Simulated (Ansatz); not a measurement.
**Rb2LiVO4 (Cmc2_1): the r2SCAN gap against the k mesh of the density**

How far can the k mesh of the density be lowered for the gap of Rb2LiVO4 (Cmc2_1)?

Main program and level: Ansatz 0.2.0; DFT, r2SCAN, plane waves, PAW; PAW set soft_1.

**1. The structure**

It takes space group Cmc2_1 (No. 36, orthorhombic). Conventional cell: a = 5.879 Å, b = 11.701 Å, c = 7.933 Å, α = 90.00°, β = 90.00°, γ = 90.00°. Rb has 10 O at 2.88 to 3.57 Å and 3 Li at 3.18 to 3.60 Å and 1 V at 3.49 Å nearest. Nearest to Rb lie 8 O at 2.89 to 3.24 Å and 1 Li at 3.11 Å. Li has 4 O at 1.89 to 2.06 Å nearest. Nearest to V lie 4 O at 1.71 to 1.72 Å. Nearest to O lie 1 V at 1.72 Å and 1 Li at 1.89 Å and 5 Rb at 3.02 to 3.57 Å. O has 1 V at 1.71 Å and 1 Li at 2.06 Å and 4 Rb at 2.88 to 3.06 Å nearest. Farther neighbours and most contacts between anions are not listed.

The cell and positions come from the Crystallography Open Database and are kept as given unless a step says otherwise.

**2. k mesh of the density: 2×2×2**

input.yaml reads:

```yaml
crystal:
  lattice:
    - [2.9395, -5.8505, 0.0]
    - [2.9395, 5.8505, 0.0]
    - [0.0, 0.0, 7.933]
  atoms:
    - { symbol: Rb, position: [0.605, 0.395, 0.9488] }
    - { symbol: Rb, position: [0.395, 0.605, 0.4488] }
    - { symbol: Rb, position: [0.0617, 0.9383, 0.5932] }
    - { symbol: Rb, position: [0.9383, 0.0617, 0.0932] }
    - { symbol: Li, position: [0.1989, 0.8011, 0.1716] }
    - { symbol: Li, position: [0.8011, 0.1989, 0.6716] }
    - { symbol: V, position: [0.6905, 0.3095, 0.3894] }
    - { symbol: V, position: [0.3095, 0.6905, 0.8894] }
    - { symbol: O, position: [0.4087, 0.1191, 0.2817] }
    - { symbol: O, position: [0.5913, 0.8809, 0.7817] }
    - { symbol: O, position: [0.8809, 0.5913, 0.2817] }
    - { symbol: O, position: [0.1191, 0.4087, 0.7817] }
    - { symbol: O, position: [0.634, 0.366, 0.5887] }
    - { symbol: O, position: [0.366, 0.634, 0.0887] }
    - { symbol: O, position: [0.835, 0.165, 0.4236] }
    - { symbol: O, position: [0.165, 0.835, 0.9236] }
kpoints:
  mp_grid: { grid: [2, 2, 2] }
  band_path:
    path:
      - [0.0, 0.0, 0.0]
      - [-0.5, 0.5, 0.0]
      - [-0.68688959, 0.31311041, 0.0]
      - [-0.31311041, -0.31311041, 0.0]
      - [0.0, 0.0, -0.5]
      - [-0.31311041, -0.31311041, -0.5]
      - [-0.68688959, 0.31311041, -0.5]
      - [-0.5, 0.5, -0.5]
      - [-0.5, 0.0, 0.0]
    npoints: 1
hamiltonian:
  xc: r2scan
  pseudopotentials: { kind: paw, azcp: { folder: soft_1 } }
scf:
  occupations: { method: fixed }
  n_extra_bands: 9
output:
  eigenvalues: true
  forces: true
  stress: true
```

The run is started by

```bash
ansatz run input.yaml --threads 24 --pin off --max-ram 82944MiB --backend cuda --events-out ev --progress --plain --runs-dir out --devices 1 --max-vram 78GiB
```

Numbers of over 12 decimals in the logs are rounded to 6 here.

The log of the run:

```text
scf.n_extra_bands = 9 over 58 filled bands (N_el = 116.0): the run solves 67 bands
GPUs: using 1 of 1 available (devices: 1).
Engine: ansatz 0.2.0, aarch64-unknown-linux-gnu
Pseudopotentials: kind: paw
Pseudopotential: Rb, paw, valence charge 9, recommended cutoff 500 eV (meta_gga), soft_1/Rb.paw.azcp
Pseudopotential: Li, paw, valence charge 3, recommended cutoff 500 eV (meta_gga), soft_1/Li.paw.azcp
Pseudopotential: V, paw, valence charge 13, recommended cutoff 500 eV (meta_gga), soft_1/V.paw.azcp
Pseudopotential: O, paw, valence charge 6, recommended cutoff 500 eV (meta_gga), soft_1/O.paw.azcp
Functional definition: r2SCAN
  parameter k0 = 0.174
  parameter k1 = 0.065
  parameter a1 = 4.9479
  exchange = r2scan_x(k0 = k0, k1 = k1, a1 = a1)
  correlation = r2scan_c
device memory: the entry about to start is reckoned to put 8.1 GiB on a device that reports 170.4 GiB free (of which the cap on the GPU budget leaves the run 78.0 GiB)
GPU FFT provider: cuFFT
GPU libraries: cuBLAS 13.8.1, cuFFT 12.4.0, cuSOLVER 12.3.2
GPU matrix products: emulated (plane waves: as basis.precision tells), large ones in fixed point in workspaces of 1.00 GiB
Crystal: 16 atoms, lattice volume = 272.856 Å³
Basis set: ecut = 500 eV, 6919 PW (Γ), exchange–correlation on 192×192×240 points (64 copies of the dense FFT grid, shifted against one another)
Bands: 67, of which v1, the nominal top of the filled ones, is band 58 counted from 1 (57 counted from 0)
Symmetry: 4 space group operations
Space group: Cmc21 (ITA 36), of the structure as read, at distance tolerance 6.5e-5 Å
k-points: 6 of 8
Non-local potential: Rb, projectors of the file, l = 0: 3, l = 1: 2, l = 2: 2
Non-local potential: Li, projectors of the file, l = 0: 3, l = 1: 2, l = 2: 1
Non-local potential: V, projectors of the file, l = 0: 3, l = 1: 2, l = 2: 3, l = 3: 1
Non-local potential: O, projectors of the file, l = 0: 2, l = 1: 2, l = 2: 1
PAW form: soft (Blöchl's): semilocal exchange-correlation on the pseudo side does not see the compensation charge
PAW frozen core: Rb, regenerated for the run's functional (the file was generated under x = pbe(κ = 0.804, μ = 0.219515), c = pbe(β = 0.066725))
PAW frozen core: V, regenerated for the run's functional (the file was generated under x = pbe(κ = 0.804, μ = 0.219515), c = pbe(β = 0.066725))
PAW frozen core: O, regenerated for the run's functional (the file was generated under x = pbe(κ = 0.804, μ = 0.219515), c = pbe(β = 0.066725))
PAW one-centre angular grid: Rb, 302 points (default); XC on 160 Gauss nodes
PAW one-centre angular grid: Li, 302 points (default); XC on 295 of its mesh's 2161 points in the sphere
PAW one-centre angular grid: V, 590 points (default); XC on 160 Gauss nodes
PAW one-centre angular grid: O, 302 points (default); XC on 160 Gauss nodes
Initial density: superposition of atomic densities (chi_scale 0.1, normalization cell, long waves kept (reshape's long-wave potential 0.04 eV rms))
Initial wavefunctions: pseudopotential atomic-orbital guess
GPU buffer pool allocated for 138240 grid points (all kernels)
GPU transforms: local potential and band sums: pruned to the plane-wave sphere, on 48×48×60
Functional: x = r2scan, c = r2scan; τ floored in thin density (d = 2e-4 eV/Å³)
SCF iter   1: F=—  HF=-23923.184253 eV  |F-HF|=—  |Δ(HF+E_count)|=         —  Δρ=4.32e-2  dr2=4.71e0  dr2_τ=5.55e-1  ethr=3.10e-3  ⟨swp⟩=5.0  Hψ=1227  notcnv=0  defer=31
preconditioner: auto → Resta (q_TF=auto, 2.366 Å⁻¹)  ε∞=4.1  [insulator: Δε(μ)=4.232 eV  Ē_g=12.052 eV  n_scr=58 (ndim 8)  ℏωp=21.1 eV  f_vac=0.000  ε∞_Penn≈4.1]
SCF iter   2: F=—  HF=-23923.164391 eV  |F-HF|=—  |Δ(HF+E_count)|=   1.99e-2  Δρ=2.31e-2  dr2=1.52e0  dr2_τ=6.61e-2  ethr=3.10e-3  ⟨swp⟩=2.3  Hψ=685  notcnv=0  defer=30
SCF iter   3: F=—  HF=-23923.312926 eV  |F-HF|=—  |Δ(HF+E_count)|=   1.49e-1  Δρ=1.03e-2  dr2=3.57e-1  dr2_τ=1.98e-2  ethr=1.31e-3  ⟨swp⟩=2.0  Hψ=684  notcnv=0  defer=30
SCF iter   4: F=—  HF=-23923.323579 eV  |F-HF|=—  |Δ(HF+E_count)|=   1.07e-2  Δρ=1.03e-2  dr2=3.13e-1  dr2_τ=1.97e-2  ethr=3.08e-4  ⟨swp⟩=3.0  Hψ=734  notcnv=0  defer=40
SCF iter   5: F=—  HF=-23923.291310 eV  |F-HF|=—  |Δ(HF+E_count)|=   3.23e-2  Δρ=2.88e-3  dr2=2.38e-2  dr2_τ=1.39e-3  ethr=2.70e-4  ⟨swp⟩=2.0  Hψ=491  notcnv=0  defer=31
SCF iter   6: F=—  HF=-23923.292087 eV  |F-HF|=—  |Δ(HF+E_count)|=   7.77e-4  Δρ=1.48e-3  dr2=6.98e-3  dr2_τ=5.40e-4  ethr=2.05e-5  ⟨swp⟩=2.7  Hψ=649  notcnv=0  defer=41
SCF iter   7: F=—  HF=-23923.291884 eV  |F-HF|=—  |Δ(HF+E_count)|=   2.03e-4  Δρ=3.41e-4  dr2=4.59e-4  dr2_τ=1.37e-5  ethr=6.02e-6  ⟨swp⟩=2.0  Hψ=528  notcnv=0  defer=42
SCF iter   8: F=—  HF=-23923.292089 eV  |F-HF|=—  |Δ(HF+E_count)|=   2.05e-4  Δρ=7.64e-5  dr2=1.82e-5  dr2_τ=1.07e-6  ethr=3.96e-7  ⟨swp⟩=2.0  Hψ=595  notcnv=0  defer=31
SCF iter   9: F=—  HF=-23923.292551 eV  |F-HF|=—  |Δ(HF+E_count)|=   4.62e-4  Δρ=2.58e-5  dr2=1.93e-6  dr2_τ=1.42e-7  ethr=1.57e-8  ⟨swp⟩=2.0  Hψ=563  notcnv=0  defer=30
SCF iter  10: F=—  HF=-23923.292552 eV  |F-HF|=—  |Δ(HF+E_count)|=   8.75e-7  Δρ=3.42e-5  dr2=2.88e-6  dr2_τ=2.61e-7  ethr=1.66e-9  ⟨swp⟩=2.0  Hψ=636  notcnv=0  defer=30
SCF iter  11: F=-23923.292551 eV  HF=-23923.292551 eV  |F-HF|=2.33e-8  |Δ(HF+E_count)|=   4.92e-7  Δρ=3.84e-6  dr2=3.33e-8  dr2_τ=2.98e-9  ethr=8.62e-11  ⟨swp⟩=10.3  Hψ=2332  notcnv=0
SCF 1 converged in 11 iterations: F = -23923.292551 eV  dr2 = 3.33e-8
[...]
device memory: the entry about to start is reckoned to put 6.7 GiB on a device that reports 168.2 GiB free (of which the cap on the GPU budget leaves the run 78.0 GiB)
NSCF: frozen V_eff on 9 k-points
SCF converged after 11 iterations
Free energy (F): -23923.292551 eV
Harris-Foulkes:  -23923.292551 eV  (|F-HF|=2.33e-8)
Internal energy: -23923.292551 eV  (E = F + TS)
E sigma→0 (E₀):  -23923.292551 eV
Fermi energy:    3.665682 eV
--- Per-component energies (eV) ---
  E_band       = -1238.198813
  E_kinetic    = 2707.281023
  E_local      = -9935.640391  (includes V_loc(G=0)·N_el)
  E_nonlocal   = 1275.456292
  E_hartree    = 3674.475530
  E_xc         = -1285.439214
  E_vxc        = -1745.598492  (∫ρ·V_xc dr)
  E_paw        = -14186.850178  (= ΣΔE_a)
  E_vpaw       = -999.157774  (= ΣTr[D̂ρ^β])
  E_aug_tail   = 0.003717  (compensation charges beyond the density's cutoff)
  E_vtau       = 110.507345  (kinetic-family band-sum trace: ∫τ·v_τ [+ j·A + Jᵃ·Aᵃ] dr)
  E_ewald      = -6171.204530
  E_core_change = -1.374801  (= ΣΔE_core)
  E_smearing   = -0.000000  (= −TS)
  E_closure    = 0.000000  (closes the sum)
  Σ components = -23923.292551   (vs F -23923.292551, Δ=0.00e0)
--- Forces (eV/Å), atoms counted from 1 ---
  atom   1  Rb    -0.00000000     0.01194887     0.01582341
  atom   2  Rb     0.00000000    -0.01194887     0.01582341
  atom   3  Rb     0.00000000    -0.01454677    -0.03311181
  atom   4  Rb    -0.00000000     0.01454677    -0.03311181
  atom   5  Li     0.00000000    -0.08134197    -0.02012088
  atom   6  Li    -0.00000000     0.08134197    -0.02012088
  atom   7  V     -0.00000000     0.37837817    -0.08845435
  atom   8  V      0.00000000    -0.37837817    -0.08845435
  atom   9  O     -0.04875858    -0.12106271     0.09556172
  atom  10  O      0.04875858     0.12106271     0.09556172
  atom  11  O      0.04875858    -0.12106271     0.09556172
  atom  12  O     -0.04875858     0.12106271     0.09556172
  atom  13  O      0.00000000    -0.04428907    -0.03605291
  atom  14  O     -0.00000000     0.04428907    -0.03605291
  atom  15  O      0.00000000    -0.20483448    -0.02928498
  atom  16  O     -0.00000000     0.20483448    -0.02928498
  max |Σ_I F_I| component: 1.56e-4 eV/Å
--- Stress (GPa, compression-positive) ---
       -0.634001       0.000000      -0.000000
        0.000000      -0.075294      -0.000000
       -0.000000      -0.000000      -1.100230
  P = ⅓ Tr σ = -0.6032 GPa (-6.032 kbar)
--- Band table (eV; the first three rows and the last of 6) ---
  k-point 0: bands = [... 54 lower, 3.4108, 3.4778, 3.5516, 3.6214, 8.1491, 8.1637, 8.1749, 8.2410, ... 5 higher]
  k-point 1: bands = [... 54 lower, 3.3492, 3.3492, 3.6140, 3.6140, 8.1739, 8.1739, 8.2256, 8.2256, ... 5 higher]
  k-point 2: bands = [... 54 lower, 3.3460, 3.3606, 3.4014, 3.4607, 8.0188, 8.1532, 8.2961, 8.3758, ... 5 higher]
  k-point 5: bands = [... 54 lower, 3.3481, 3.3481, 3.5711, 3.5711, 8.1811, 8.1811, 8.2471, 8.2471, ... 5 higher]
```

Run time: 1.7 s. Hardware: 1 × NVIDIA GB200 (shared by 2 runs) with 24 threads of Arm Neoverse V2, shared host; peak memory 1.2 GiB.

Numbers from this step:

| Property | Result |
| --- | --- |
| pressure | -0.6032 GPa |
| gap | 4.353 eV |
| valence top at | Y |
| conduction bottom at | k = (-0.500, 0.000, 0.000) |
| least direct gap | 4.427 eV |

The gap is indirect, with the least direct gap 0.07 eV higher.

**3. k mesh of the density: 4×4×4 (the default)**

input.yaml, the sections that differ from step 2:

```yaml
kpoints:
  mp_grid: { grid: [4, 4, 4] }
  band_path:
    path:
      - [[0.0, 0.0, 0.0], [-0.5, 0.5, 0.0], [-0.68688959, 0.31311041, 0.0]]
      - [[-0.31311041, -0.31311041, 0.0], [0.0, 0.0, 0.0], [0.0, 0.0, -0.5], [-0.31311041, -0.31311041, -0.5]]
      - [[-0.68688959, 0.31311041, -0.5], [-0.5, 0.5, -0.5], [-0.5, 0.5, 0.0]]
      - [[0.0, 0.0, 0.0], [-0.5, 0.0, 0.0], [-0.5, 0.0, -0.5], [0.0, 0.0, -0.5], [-0.5, 0.5, -0.5]]
    npoints: 10
scf:
  occupations: { method: fermi_dirac, width: 0.02 }
  n_extra_bands: 9
# crystal, hamiltonian, output: as in step 2
```

The log of the run:

```text
[...]
GPUs: using 1 of 1 available (devices: 1).
[...]
GPU FFT provider: cuFFT
GPU libraries: cuBLAS 13.8.1, cuFFT 12.4.0, cuSOLVER 12.3.2
[...]
Crystal: 16 atoms, lattice volume = 272.856 Å³
Basis set: ecut = 500 eV, 6919 PW (Γ), exchange–correlation on 192×192×240 points (64 copies of the dense FFT grid, shifted against one another)
[...]
k-point 0: bands = [... 54 lower, 3.4104, 3.4772, 3.5508, 3.6207, 8.1488, 8.1635, 8.1745, 8.2406, ... 5 higher]
  k-point 1: bands = [... 54 lower, 3.3566, 3.4302, 3.5868, 3.6184, 8.1612, 8.1689, 8.1936, 8.2392, ... 5 higher]
  k-point 2: bands = [... 54 lower, 3.3487, 3.3487, 3.6133, 3.6133, 8.1737, 8.1737, 8.2251, 8.2251, ... 5 higher]
  k-point 20: bands = [... 54 lower, 3.3476, 3.3476, 3.5704, 3.5704, 8.1808, 8.1808, 8.2467, 8.2467, ... 5 higher]
[key lines of the parts left out:]
SCF converged after 11 iterations
Free energy (F): -23923.295583 eV
Fermi energy:    5.838251 eV
P = ⅓ Tr σ = -0.6051 GPa (-6.051 kbar)
```

It took 3.1 s on 1 × NVIDIA GB200 (shared by 2 runs) with 24 threads; peak memory 1.3 GiB; 17 s of CPU time.

Numbers from this step:

```
pressure             : -0.6051 GPa
gap                  : 4.354 eV
valence top at       : Y
conduction bottom at : S
least direct gap     : 4.427 eV
```

The gap is 4.354 eV, as in the run before at this level.

**4. k mesh of the density: 6×6×4**

input.yaml, the sections that differ from step 3:

```yaml
kpoints:
  mp_grid: { grid: [6, 6, 4] }
  band_path:
    path:
      - [0.0, 0.0, 0.0]
      - [-0.5, 0.5, 0.0]
      - [-0.68688959, 0.31311041, 0.0]
      - [-0.31311041, -0.31311041, 0.0]
      - [0.0, 0.0, -0.5]
      - [-0.31311041, -0.31311041, -0.5]
      - [-0.68688959, 0.31311041, -0.5]
      - [-0.5, 0.5, -0.5]
      - [-0.5, 0.0, 0.0]
    npoints: 1
scf:
  occupations: { method: fixed }
  n_extra_bands: 9
# crystal, hamiltonian, output: as in step 3
```

The log of the run:

```text
[...]
GPUs: using 1 of 1 available (devices: 1).
[...]
concurrent solve slots: 20 of 24 are kept, ahead of what memory takes: no pass of the eigensolver takes more rounds on 20
[...]
GPU FFT provider: cuFFT
GPU libraries: cuBLAS 13.8.1, cuFFT 12.4.0, cuSOLVER 12.3.2
[...]
Crystal: 16 atoms, lattice volume = 272.856 Å³
[...]
k-point 0: bands = [... 54 lower, 3.4104, 3.4772, 3.5508, 3.6207, 8.1488, 8.1635, 8.1745, 8.2406, ... 5 higher]
  k-point 1: bands = [... 54 lower, 3.3566, 3.4302, 3.5868, 3.6184, 8.1612, 8.1689, 8.1936, 8.2392, ... 5 higher]
  k-point 2: bands = [... 54 lower, 3.3487, 3.3487, 3.6133, 3.6133, 8.1737, 8.1737, 8.2251, 8.2251, ... 5 higher]
  k-point 38: bands = [... 54 lower, 3.3476, 3.3476, 3.5704, 3.5704, 8.1808, 8.1808, 8.2467, 8.2467, ... 5 higher]
[key lines of the parts left out:]
SCF converged after 11 iterations
Free energy (F): -23923.295631 eV
Fermi energy:    3.664939 eV
P = ⅓ Tr σ = -0.6052 GPa (-6.052 kbar)
```

Wall time 2.7 s (1 × NVIDIA GB200 (shared by 2 runs) with 24 threads); peak memory 1.2 GiB; 21 s of CPU time.

Numbers from this step:

```yaml
pressure: -0.6052 GPa
gap: 4.354 eV
valence_top_at: Y
conduction_bottom_at: k = (-0.500, 0.000, 0.000)
least_direct_gap: 4.427 eV
```

The gap is 4.354 eV, as in the run before at this level.

**5. The series**

Differences are against the last row; a negative gap means that bands overlap, and a run with a band path holds that path's time. Times are wall times on 1 × NVIDIA GB200 (shared by 2 runs) with 24 threads of Arm Neoverse V2, shared host, good to a factor of about two.

| k mesh of the density | gap (eV) | direct gap (eV) | gap error (eV) | energy error (meV/atom) | irreducible k | time |
| --- | --- | --- | --- | --- | --- | --- |
| 2×2×2 | 4.353 | 4.427 | −0.0004 | +0.2 | 6 | 1.7 s |
| 4×4×4 | 4.354 | 4.427 | +0.000 | +0.0 | 21 | 3.1 s |
| 6×6×4 | 4.354 | 4.427 | +0.000 | +0.0 | 39 | 2.7 s |

**6. What came out**

```yaml
2x2x2: 4.353 eV
4x4x4: 4.354 eV
6x6x4: 4.354 eV
```

What this shows: The gap holds to 0.02 eV from 2×2×2 on, the cheapest setting tried. At 2×2×2 the gap is off by −0.0004 eV and the energy by +0 meV/atom. The gap is read over the mesh and added points near the edges, so meshes differ mainly through the density and, for a hybrid, the exchange operator. The runs have no spin polarisation. For a closed low-spin shell that is the natural state; where a d or f shell is open it is a constraint, and the gap is then not the crystal's own.

[Paths, hosts, dates, memory and timing lines, banners, echoed tables and standing remarks are left out of the program output.]

[Logs are printed without paths, hosts, clocks, repeated set-up lines and the standing remarks that a program may print on its own settings, such as how far it seeks lower states.]

[Runs of the session that timed out or met a known fault of the program may be left out.]

[Cells called generated may have been cut or substituted from an entry of the Crystallography Open Database or the Materials Project.]

[Hosts, paths, dates, database ids (printed as entryN), source tags and the programs' standing remarks are cut or masked in the printed files.]
